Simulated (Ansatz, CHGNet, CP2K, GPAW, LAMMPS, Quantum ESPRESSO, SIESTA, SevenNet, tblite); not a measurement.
# GPAW on amorphous Hg33S25Se8 (66 atoms): settings against a plane-wave reference

Wanted: GPAW inputs and outputs for amorphous Hg33S25Se8 (66 atoms), checked against a plane-wave reference.

Calculated with GPAW 26.7.0; the method is named at each step.

## Step 1: Starting point

The cell holds 66 atoms: 33 Hg, 25 S and 8 Se. Cell: a = 12.034 Å, b = 12.034 Å, c = 12.034 Å, α = 90.0°, β = 90.0°, γ = 90.0°. 66 atoms (33 Hg, 25 S, 8 Se) placed at random at 7.67 g/cm³, melted at 2500 K for 10 ps at fixed volume with the Stillinger-Weber II-VI potential (Zhou et al., Phys. Rev. B 88, 085309 (2013)). Quenched from 2500 K to 500 K at 10 K/ps and fixed volume, held 5 ps, then minimised at fixed cell.

The yardstick, on the same geometry:

| Property | Result |
| --- | --- |
| method | Kohn-Sham DFT, PBE, SSSP efficiency 1.3.0 pseudopotentials, plane waves (Quantum ESPRESSO 7.5); sssp-pbe-1.3.0-efficiency, cutoffs 45/360 Ry, Γ point |
| r.m.s. force component | 0.3776 eV/Å |
| longest force | 1.337 eV/Å |
| pressure | -1.074 GPa |
| time | 6.6 min on 4 MPI ranks of Arm Neoverse V2, shared host |
| CPU time | 27 min |

## Step 2: PBE, LCAO dzp, h 0.2 Å

Method: Kohn-Sham DFT, PBE, PAW, atomic orbitals (dzp).

Contents of run.py:

```python
import numpy as np
from ase.io import read
from gpaw import GPAW, FermiDirac

atoms = read("structure.xyz")
atoms.calc = GPAW(
    mode="lcao",
    basis="dzp",
    h=0.2,
    xc="PBE",
    kpts={"size": (1, 1, 1), "gamma": True},
    occupations=FermiDirac(0.05),
    maxiter=200,
    symmetry={"point_group": False},
    txt="gpaw.txt",
)
energy = atoms.get_potential_energy(force_consistent=True)
forces = atoms.get_forces()
print(f"energy {energy:.6f} eV")
print("forces (eV/A)")
for i, (a, f) in enumerate(zip(atoms, forces)):
    print(f"{i:4d} {a.symbol:2s} {f[0]:10.5f} {f[1]:10.5f} {f[2]:10.5f}")
print(f"Fermi level {atoms.calc.get_fermi_level():.4f} eV")
for k in range(len(atoms.calc.get_ibz_k_points())):
    for s in range(atoms.calc.get_number_of_spins()):
        e = atoms.calc.get_eigenvalues(kpt=k, spin=s)
        n = np.searchsorted(e, atoms.calc.get_fermi_level())
        print(f"k {k} spin {s} levels about the Fermi level:", np.round(e[max(n - 6, 0):n], 4).tolist(), "|", np.round(e[n:n + 6], 4).tolist())
```

Contents of structure.xyz:

```xyz
66
Lattice="12.03400 0.00000 0.00000 0.00000 12.03400 0.00000 0.00000 0.00000 12.03400" Properties=species:S:1:pos:R:3 pbc="T T T"
Hg 2.01762 7.60332 9.98834
Hg 11.46299 5.88944 2.42485
Hg 8.91021 9.27364 4.96535
Hg 4.48483 0.70062 1.08005
Hg 7.45242 5.85996 3.95425
Hg 10.41410 6.98429 10.73385
Hg 10.05296 9.01780 1.72832
Hg 10.81050 2.78009 8.54426
Hg 3.90720 4.22466 2.71824
Hg 10.73072 0.32119 5.31036
Hg 7.62354 5.13599 8.07108
Hg 0.20554 10.36537 8.27783
Hg 5.85659 1.54432 10.09111
Hg 5.61037 9.65404 11.04420
Hg 5.39677 10.18907 7.11221
Hg 6.72881 6.67406 0.44995
Hg 0.68594 0.56680 10.81183
Hg 7.02954 1.15490 6.31027
Hg 4.11575 6.54265 6.15864
Hg 1.01760 9.11660 3.88337
Hg 0.30963 2.00920 1.82291
Hg 11.37357 6.64794 6.67129
Hg 9.24019 11.65637 11.37839
Hg 3.09623 0.47161 4.73345
Hg 7.23604 0.52011 2.90669
Hg 2.91271 1.37862 8.45437
Hg 3.27421 7.17130 1.21315
Hg 8.34991 9.17147 8.42958
Hg 1.20713 3.92032 5.77596
Hg 8.80311 3.39214 0.51686
Hg 4.15787 4.50264 9.44801
Hg 5.07486 9.42515 3.19996
Hg 1.84662 4.22165 12.01571
S 2.77588 1.90414 2.63268
S 8.82056 11.35865 6.88321
S 7.35951 1.20280 0.28978
S 9.09650 5.32529 5.97344
S 2.00125 10.28859 10.26982
S 11.30209 11.79765 0.97596
S 3.17457 7.72089 3.96292
S 5.28593 4.49097 4.95536
S 7.84160 2.73918 4.23922
S 0.61650 6.67225 0.10855
S 5.44442 11.49307 4.77690
S 9.43730 11.30739 3.30803
S 4.61083 11.36238 9.27629
S 3.30658 2.49633 6.18475
S 1.60762 5.15657 3.59383
S 4.46329 3.21741 11.85830
S 5.95659 3.12475 7.87649
S 10.96261 7.69105 4.28615
S 6.62568 4.35426 1.65937
S 1.06128 9.45355 1.24769
S 10.83132 2.89791 5.80857
S 3.98205 10.16680 0.96946
S 10.42626 3.52825 2.66673
[... 6 atom lines left out ...]
Se 1.92063 5.84540 7.73702
Se 7.40308 8.24052 2.65145
Se 9.37160 4.55415 10.09833
Se 8.39564 9.01960 11.35733
```

Command:

```console
OMP_NUM_THREADS=1 python run.py > output.txt
```

Log:

```text
energy -115.089244 eV
forces (eV/A)
   0 Hg   -0.34548    0.52102   -0.28684
   1 Hg   -0.22100   -0.29385    0.04229
   2 Hg   -0.15031    0.37020    0.26482
   3 Hg   -0.34302   -0.25878   -0.15514
   4 Hg   -0.25922   -0.46947    0.24888
   5 Hg    0.14823   -0.35020    0.18536
   6 Hg    0.62507    0.22528    0.00565
   7 Hg   -0.26329   -0.04224   -0.75984
   8 Hg    0.62827    0.41828    0.41349
   9 Hg    0.19161    0.77293   -0.22747
  10 Hg    0.16006   -0.27878   -0.37227
  11 Hg    0.55540    0.16901    0.20360
  12 Hg    0.31250    0.13127   -0.26223
  13 Hg    0.10384    0.18127    0.33938
  14 Hg    0.23860   -0.01258   -0.08201
  15 Hg   -0.10920   -0.48987    0.06753
  16 Hg   -0.22787    0.04261    0.31784
  17 Hg    0.52114    0.72446   -0.19028
  18 Hg   -0.07279   -0.31613   -0.32963
  19 Hg    0.22748    0.28652   -0.45356
  20 Hg   -0.26923    0.03673    0.19478
  21 Hg   -0.09211   -0.46680   -0.28932
  22 Hg   -0.14964    0.36658   -0.05820
  23 Hg   -0.28615   -0.25130    0.05016
[...]
58 Se    0.24989   -0.19795    0.20176
  59 Se    0.11860   -0.59372    0.39486
  60 Se   -0.01102    0.62677    0.13400
  61 Se    0.01648   -0.14937    0.50297
  62 Se    0.16311    0.57156    0.16504
  63 Se    0.27984   -0.32155    0.42161
  64 Se   -0.29057    0.12894    0.43245
  65 Se   -0.29072   -0.20467   -0.64215
Fermi level 4.3898 eV
k 0 spin 0 levels about the Fermi level: [3.9917, 4.0872, 4.2221, 4.24, 4.2805, 4.3208] | [4.4161, 4.6255, 4.6552, 4.7897, 4.859, 4.9124]
```

gpaw.txt:

```text
Input parameters:
  mode=LCAO(),
  basis={'default': 'dzp'},
  h=0.2,
  kpts=MonkhorstPack(size=(1, 1, 1), gamma=True),
  maxiter=200,
  occupations=Occupations(name='fermi-dirac', width=0.05, fixmagmom=False),
  symmetry=Symmetry(point_group=False),
  xc=XC(name='PBE')
Unit cell  # Å
| periodic |         x |         y |         z |   lengths |    angles |
|----------|-----------|-----------|-----------|-----------|-----------|
|      yes | 12.034000 |  0.000000 |  0.000000 | 12.034000 | 90.000000 |
|      yes |  0.000000 | 12.034000 |  0.000000 | 12.034000 | 90.000000 |
|      yes |  0.000000 |  0.000000 | 12.034000 | 12.034000 | 90.000000 |
Number of symmetries: 1
Symmetry operations  # r_c * U_cc + t_c -> r_c
|   | kind |            matrix            |
|---|------|------------------------------|
| 0 |  E   |  1, 0, 0,  0, 1, 0,  0, 0, 1 |
BZ-sampling:
  Number of BZ points: 1
  Number of IBZ points: 1
  Monkhorst-Pack size: [1, 1, 1]
  Monkhorst-Pack shift: [0, 0, 0]
[... lines left out ...]
  Fermi-Dirac:
[... lines left out ...]
xc functional:
  name: PBE with 2 nearest neighbor stencil
interpolation: tri-quintic # 5. degree polynomial
Initialization done in: 10.050 s
convergence criteria:
- Maximum [total energy] change in last 3 cyles: 0.0005 eV / valence electron
- Maximum integral of absolute [dens]ity change: 0.0001 electrons / valence electron
- Maximum integral of absolute [eigenst]ate change: 4e-08 eV^2 / valence electron
maximum number of iterations: 200
SCF iterations
|iter     |      energy | eigst |  dens |
|---------|-------------|-------|-------|
|iter:   1| -131.590880 |      c|       |
|iter:   2| -126.506005 |      c| -1.28 |
|iter:   3| -120.490324 |      c| -1.34 |
|iter:   4| -117.734657 |      c| -1.54 |
|iter:   5| -118.861045 |      c| -1.69 |
|iter:   6| -116.424025 |      c| -1.74 |
|iter:   7| -115.493433 |      c| -1.89 |
|iter:   8| -115.302555 |      c| -2.08 |
|iter:   9| -115.100282c|      c| -2.28 |
|iter:  10| -115.023622c|      c| -2.52 |
|iter:  11| -114.999880c|      c| -2.77 |
[...]
|iter:  15| -114.992230c|      c| -3.70 |
|iter:  16| -114.992936c|      c| -3.85 |
|iter:  17| -114.992567c|      c| -4.00c|
Converged in 17 steps
SCF loop duration: 189.539 s (11.149 s/step)
Energy contributions relative to reference atoms: (reference = -18394409.452490)
Energy contributions:
  Kinetic:         592.073382
  Coulomb:        -520.058348
  Zero:              4.256519
  External:          0.000000
  Xc:             -191.167444
  Entropy:          -0.193353
  Spinorbit:         0.000000
  ----------------------------
  Free energy:    -115.089244
  Extrapolated:   -114.992567
dipole moment: (-53.013943, -36.610921, -7.021585)  # |e|*Ang
Fermi level: 4.390
Eigenvalues  # (at kpt = [0.000, 0.000, 0.000])
| band index |      eig [eV] | occ [0-2] |
|------------|---------------|-----------|
|          0 |       -58.879 |     2.000 |
|        ... |               |           |
|        388 |         3.854 |     2.000 |
|        389 |         3.874 |     2.000 |
[...]
|        403 |         5.114 |     0.000 |
|        ... |               |           |
|        479 |        10.882 |     0.000 |
Gap: 0.095 eV
Transition (v -> c):
  (s=0, k=0, n=395, [0.00, 0.00, 0.00]) -> (s=0, k=0, n=396, [0.00, 0.00, 0.00])
No difference between direct/indirect transitions
Force computation time: 25.678  # s
timing:  # [seconds]
  Total:  225.282  # ━━━━━━━━━━━━━━━━━━━━━━━━━━━━━━━━━━━━━━━━━━━━━━━━━━━━━━━━
  Init:    10.049  # ━━╸
  SCF:    189.539  # ━━━━━━━━━━━━━━━━━━━━━━━━━━━━━━━━━━━━━━━━━━━━━━━
  Forces:  25.678  # ━━━━━━╸
```

The job ended after 3.8 min (1 thread of Arm Neoverse V2, shared host; peak memory 1.8 GiB).

Banners, paths, timers and routine set-up lines are dropped from the logs unmarked, and long logs keep their key lines alone; longer cuts are marked.

Compared with the plane-wave run:

```
r.m.s. force component                  : 0.3712 eV/Å
r.m.s. difference of force components   : 56.07 meV/Å
longest difference of force vectors     : 208.1 meV/Å
force difference over r.m.s. force      : 14.85 %
slope of forces against the reference's : 0.9722
correlation of force components         : 0.9889
```

Length of the force difference by element (eV/Å):

| element | atoms | mean | most |
| --- | --- | --- | --- |
| Hg | 33 | 0.074 | 0.15 |
| S | 25 | 0.11 | 0.21 |
| Se | 8 | 0.081 | 0.11 |

Local excerpt of 9 atoms (numbers count through the whole input) about Se66, one of the 8 Se atoms; x, y, z are measured from there.

| atom | x | y | z | distance (Å) | bonds | Fx | Fy | Fz (eV/Å) |
| --- | --- | --- | --- | --- | --- | --- | --- | --- |
| Se66 | 0.00 | 0.00 | 0.00 | 0.00 | 6 | -0.29 | -0.20 | -0.64 |
| Hg23 | 0.84 | 2.64 | 0.02 | 2.77 | 4 | -0.15 | 0.37 | -0.06 |
| Hg14 | -2.79 | 0.63 | -0.31 | 2.87 | 4 | 0.10 | 0.18 | 0.34 |
| Hg7 | 1.66 | 0.00 | 2.40 | 2.92 | 3 | 0.63 | 0.23 | 0.01 |
| Hg28 | -0.05 | 0.15 | -2.93 | 2.93 | 4 | -0.32 | 0.04 | -0.12 |
| Hg6 | 2.02 | -2.04 | -0.62 | 2.93 | 4 | 0.15 | -0.35 | 0.19 |
| Hg16 | -1.67 | -2.35 | 1.13 | 3.09 | 4 | -0.11 | -0.49 | 0.07 |
| Se64 | -0.99 | -0.78 | 3.33 | 3.56 | 5 | 0.28 | -0.32 | 0.42 |
| S57 | 2.36 | -0.75 | -2.85 | 3.77 | 4 | 0.05 | 0.15 | -0.10 |

Atoms are counted from 1 here, from 0 in the log.

Forces lie 15 % from the reference's, at 0.14 times its CPU time (on 1 against 4 cores).

## Step 3: PBE, grid h 0.24 Å

Method: Kohn-Sham DFT, PBE, PAW, finite differences on a real-space grid.

Edit run.py of step 2 so:

```diff
@@ -3,2 +3,3 @@
 from gpaw import GPAW, FermiDirac
+from ase.parallel import parprint as print
 
@@ -6,5 +7,4 @@
 atoms.calc = GPAW(
-    mode="lcao",
-    basis="dzp",
-    h=0.2,
+    mode="fd",
+    h=0.24,
     xc="PBE",
@@ -14,2 +14,3 @@
     symmetry={"point_group": False},
+    nbands=549,
     txt="gpaw.txt",
```

structure.xyz is that of step 2.

Command:

```console
OMP_NUM_THREADS=1 mpirun -np 4 gpaw python run.py > output.txt
```

Log:

```text
energy -152.744487 eV
forces (eV/A)
   0 Hg   -0.27158    0.52426   -0.27729
   1 Hg   -0.16626   -0.29365    0.12709
   2 Hg   -0.06630    0.42106    0.20434
   3 Hg   -0.34603   -0.21479   -0.16492
   4 Hg   -0.29288   -0.54518    0.27392
   5 Hg    0.16393   -0.38077    0.10724
   6 Hg    0.62495    0.27341    0.08204
   7 Hg   -0.24239   -0.06492   -0.71833
   8 Hg    0.56276    0.33773    0.48351
   9 Hg    0.19667    0.78982   -0.21356
  10 Hg    0.14607   -0.27294   -0.44141
  11 Hg    0.49809    0.16353    0.24507
[...]
61 Se   -0.07248   -0.10376    0.58266
  62 Se    0.25844    0.58136    0.16773
  63 Se    0.29343   -0.35631    0.39277
  64 Se   -0.26233    0.22151    0.36990
  65 Se   -0.32102   -0.21011   -0.55319
Fermi level 4.3647 eV
k 0 spin 0 levels about the Fermi level: [3.9605, 4.0603, 4.1909, 4.2192, 4.2533, 4.2944] | [4.3915, 4.6182, 4.654, 4.7959, 4.8571, 4.9063]
```

gpaw.txt:

```text
Input parameters:
  mode=FD(),
  h=0.24,
  kpts=MonkhorstPack(size=(1, 1, 1), gamma=True),
  maxiter=200,
  nbands=549,
  occupations=Occupations(name='fermi-dirac', width=0.05, fixmagmom=False),
  symmetry=Symmetry(point_group=False),
  xc=XC(name='PBE')
[... lines left out ...]
  Converge bands: occupied
[... lines left out ...]
  Fermi-Dirac:
[... lines left out ...]
convergence criteria:
- Maximum [total energy] change in last 3 cyles: 0.0005 eV / valence electron
[... lines left out ...]
Converged in 26 steps
[... lines left out ...]
  Free energy:    -152.744487
[... lines left out ...]
dipole moment: (-52.657715, -36.232025, -7.451247)  # |e|*Ang
Fermi level: 4.365
Eigenvalues  # (at kpt = [0.000, 0.000, 0.000])
| band index |      eig [eV] | occ [0-2] |
|------------|---------------|-----------|
|          0 |       -59.055 |     2.000 |
|        ... |               |           |
|        388 |         3.824 |     2.000 |
|        389 |         3.846 |     2.000 |
[...]
|        403 |         5.119 |     0.000 |
|        ... |               |           |
|        548 |        14.269 |     0.000 |
Gap: 0.097 eV
Transition (v -> c):
  (s=0, k=0, n=395, [0.00, 0.00, 0.00]) -> (s=0, k=0, n=396, [0.00, 0.00, 0.00])
No difference between direct/indirect transitions
Force computation time: 4.789  # s
```

It took 6 min on 4 MPI ranks; peak memory 3.6 GiB.

Against the reference:

```yaml
r_m_s_force_component: 0.3862 eV/Å
r_m_s_difference_of_force_components: 32.81 meV/Å
longest_difference_of_force_vectors: 105.7 meV/Å
force_difference_over_r_m_s_force: 8.69 %
slope_of_forces_against_the_reference_s: 1.019
correlation_of_force_components: 0.9966
```

This is a coarse setting, run to see what it loses.

Against the first run (15 %), the force difference from the reference is 8.7 %, at 6.3 times the CPU time (on 4 against 1 cores) (26 SCF steps against 17).

## Step 4: PBE, LCAO dzp, h 0.28 Å

Method: Kohn-Sham DFT, PBE, PAW, atomic orbitals (dzp).

Edit run.py of step 3 so:

```diff
@@ -3,3 +3,2 @@
 from gpaw import GPAW, FermiDirac
-from ase.parallel import parprint as print
 
@@ -7,4 +6,5 @@
 atoms.calc = GPAW(
-    mode="fd",
-    h=0.24,
+    mode="lcao",
+    basis="dzp",
+    h=0.28,
     xc="PBE",
@@ -14,3 +14,2 @@
     symmetry={"point_group": False},
-    nbands=549,
     txt="gpaw.txt",
```

structure.xyz is that of step 3.

Command:

```console
OMP_NUM_THREADS=1 python run.py > output.txt
```

Log:

```text
energy -104.667176 eV
forces (eV/A)
   0 Hg   -0.34115    0.53464   -0.28715
   1 Hg   -0.21120   -0.29562    0.04708
   2 Hg   -0.15271    0.37069    0.26067
   3 Hg   -0.33287   -0.26570   -0.14768
   4 Hg   -0.24967   -0.45498    0.25606
   5 Hg    0.14465   -0.35687    0.18654
   6 Hg    0.62216    0.21374    0.00313
   7 Hg   -0.25383   -0.03730   -0.76806
   8 Hg    0.63436    0.42205    0.41687
   9 Hg    0.19188    0.77631   -0.24654
  10 Hg    0.16394   -0.28461   -0.36927
  11 Hg    0.55274    0.14008    0.20089
[...]
61 Se    0.02124   -0.09324    0.48222
  62 Se    0.18388    0.53196    0.26815
  63 Se    0.26152   -0.28305    0.38193
  64 Se   -0.23345    0.19198    0.35994
  65 Se   -0.21637   -0.18552   -0.64011
Fermi level 4.3906 eV
k 0 spin 0 levels about the Fermi level: [3.9924, 4.0878, 4.223, 4.2408, 4.2813, 4.3215] | [4.417, 4.6261, 4.6559, 4.7901, 4.8596, 4.9132]
```

gpaw.txt:

```text
Input parameters:
  mode=LCAO(),
  basis={'default': 'dzp'},
  h=0.28,
  kpts=MonkhorstPack(size=(1, 1, 1), gamma=True),
  maxiter=200,
  occupations=Occupations(name='fermi-dirac', width=0.05, fixmagmom=False),
  symmetry=Symmetry(point_group=False),
  xc=XC(name='PBE')
[... lines left out ...]
  Fermi-Dirac:
[... lines left out ...]
convergence criteria:
- Maximum [total energy] change in last 3 cyles: 0.0005 eV / valence electron
[... lines left out ...]
Converged in 17 steps
[... lines left out ...]
  Free energy:    -104.667176
[... lines left out ...]
Fermi level: 4.391
[... lines left out ...]
|          0 |       -58.876 |     2.000 |
|        ... |               |           |
|        388 |         3.855 |     2.000 |
|        389 |         3.875 |     2.000 |
[...]
|        403 |         5.115 |     0.000 |
|        ... |               |           |
|        479 |        10.882 |     0.000 |
Gap: 0.095 eV
Transition (v -> c):
  (s=0, k=0, n=395, [0.00, 0.00, 0.00]) -> (s=0, k=0, n=396, [0.00, 0.00, 0.00])
No difference between direct/indirect transitions
Force computation time: 13.118  # s
timing:  # [seconds]
  Total:  123.005  # ━━━━━━━━━━━━━━━━━━━━━━━━━━━━━━━━━━━━━━━━━━━━━━━━━━━━━━━━
  Init:     7.783  # ━━━╸
  SCF:    102.084  # ━━━━━━━━━━━━━━━━━━━━━━━━━━━━━━━━━━━━━━━━━━━━━━╸
  Forces:  13.118  # ━━━━━━
```

The job ended after 2.1 min (1 thread; peak memory 0.84 GiB).

Compared with the plane-wave run:

```
r.m.s. force component                          : 0.3705 eV/Å
r.m.s. difference of force components           : 57.31 meV/Å
longest difference of force vectors             : 195.5 meV/Å
force difference over r.m.s. force              : 15.18 %
slope of forces against the reference's         : 0.9699
correlation of force components                 : 0.9885
energy less the same-level run's                : 157.9 meV/atom
r.m.s. force difference from the same-level run : 31.7 meV/Å
```

This is a coarse setting, run to see what it loses.

Against the first run (15 %), the force difference from the reference is 15 %, at 0.55 times the CPU time.

## Step 5: RPBE, LCAO dzp, h 0.2 Å

Method: Kohn-Sham DFT, RPBE, PAW, atomic orbitals (dzp).

Edit run.py of step 4 so:

```diff
@@ -8,4 +8,4 @@
     basis="dzp",
-    h=0.28,
-    xc="PBE",
+    h=0.2,
+    xc="RPBE",
     kpts={"size": (1, 1, 1), "gamma": True},
```

structure.xyz is that of step 4.

Log:

```text
energy -91.044446 eV
forces (eV/A)
   0 Hg   -0.36375    0.54485   -0.33996
   1 Hg   -0.27397   -0.29355    0.01060
   2 Hg   -0.18405    0.35563    0.31262
   3 Hg   -0.36016   -0.27507   -0.17844
   4 Hg   -0.25271   -0.45270    0.25884
   5 Hg    0.14382   -0.36106    0.21636
   6 Hg    0.66324    0.21157   -0.01888
   7 Hg   -0.29988   -0.03122   -0.78704
   8 Hg    0.67292    0.44261    0.42036
   9 Hg    0.21917    0.81240   -0.24246
  10 Hg    0.16210   -0.26626   -0.35097
  11 Hg    0.59773    0.16326    0.18196
  12 Hg    0.38912    0.13261   -0.28813
  13 Hg    0.13816    0.19540    0.33462
  14 Hg    0.19397   -0.05598   -0.10635
  15 Hg   -0.08367   -0.52897    0.03266
  16 Hg   -0.19724    0.06210    0.35713
  17 Hg    0.52812    0.76859   -0.15615
  18 Hg   -0.07864   -0.29035   -0.31566
  19 Hg    0.23809    0.32622   -0.44853
  20 Hg   -0.29214    0.02472    0.21648
  21 Hg   -0.05879   -0.50315   -0.28140
  22 Hg   -0.16071    0.37075   -0.07882
  23 Hg   -0.32520   -0.30429    0.04147
[...]
58 Se    0.29633   -0.21277    0.23336
  59 Se    0.09156   -0.57707    0.41349
  60 Se   -0.00935    0.65364    0.11828
  61 Se    0.02461   -0.17066    0.51351
  62 Se    0.14828    0.61618    0.18248
  63 Se    0.29673   -0.28714    0.40462
  64 Se   -0.28587    0.11127    0.45625
  65 Se   -0.29999   -0.22016   -0.63508
Fermi level 4.5316 eV
k 0 spin 0 levels about the Fermi level: [4.1327, 4.2297, 4.3584, 4.3853, 4.4185, 4.4616] | [4.5592, 4.7794, 4.8099, 4.9436, 5.0138, 5.063]
```

gpaw.txt:

```text
Input parameters:
  mode=LCAO(),
  basis={'default': 'dzp'},
  h=0.2,
  kpts=MonkhorstPack(size=(1, 1, 1), gamma=True),
  maxiter=200,
  occupations=Occupations(name='fermi-dirac', width=0.05, fixmagmom=False),
  symmetry=Symmetry(point_group=False),
  xc=XC(name='RPBE')
Unit cell  # Å
| periodic |         x |         y |         z |   lengths |    angles |
[... lines left out ...]
  Fermi-Dirac:
[... lines left out ...]
convergence criteria:
- Maximum [total energy] change in last 3 cyles: 0.0005 eV / valence electron
[... lines left out ...]
Converged in 18 steps
[... lines left out ...]
  Free energy:     -91.044446
  Extrapolated:    -90.949729
dipole moment: (-52.946695, -36.598638, -6.980997)  # |e|*Ang
Fermi level: 4.532
Eigenvalues  # (at kpt = [0.000, 0.000, 0.000])
| band index |      eig [eV] | occ [0-2] |
|------------|---------------|-----------|
|          0 |       -58.792 |     2.000 |
|        ... |               |           |
|        388 |         3.992 |     2.000 |
|        389 |         4.011 |     2.000 |
[...]
|        403 |         5.276 |     0.000 |
|        ... |               |           |
|        479 |        11.099 |     0.000 |
Gap: 0.098 eV
Transition (v -> c):
  (s=0, k=0, n=395, [0.00, 0.00, 0.00]) -> (s=0, k=0, n=396, [0.00, 0.00, 0.00])
No difference between direct/indirect transitions
Force computation time: 25.578  # s
timing:  # [seconds]
  Total:  236.407  # ━━━━━━━━━━━━━━━━━━━━━━━━━━━━━━━━━━━━━━━━━━━━━━━━━━━━━━━━
  Init:     9.986  # ━━╸
  SCF:    200.826  # ━━━━━━━━━━━━━━━━━━━━━━━━━━━━━━━━━━━━━━━━━━━━━━━╸
  Forces:  25.578  # ━━━━━━
```

The job ended after 4 min (1 thread; peak memory 1.8 GiB).

Compared with the plane-wave run:

```
r.m.s. force component                  : 0.3815 eV/Å
r.m.s. difference of force components   : 71.87 meV/Å
longest difference of force vectors     : 237.4 meV/Å
force difference over r.m.s. force      : 19.03 %
slope of forces against the reference's : 0.9923
correlation of force components         : 0.9821
```

Against the first run (15 %), the force difference from the reference is 19 %, at 1.0 times the CPU time; the model has changed, so this is no error of the program alone.

(Continued in part 2 of 2.)

[Also dropped from logs without a mark: logging warnings of Python, and SIESTA's first energy breakdown and zero terms.]

[Logs are printed without paths, hosts, clocks, repeated set-up lines and the standing remarks that a program may print on its own settings, such as how far it seeks lower states.]

[Hosts, paths, dates, database ids (printed as entryN), source tags and the programs' standing remarks are cut or masked in the printed files.]
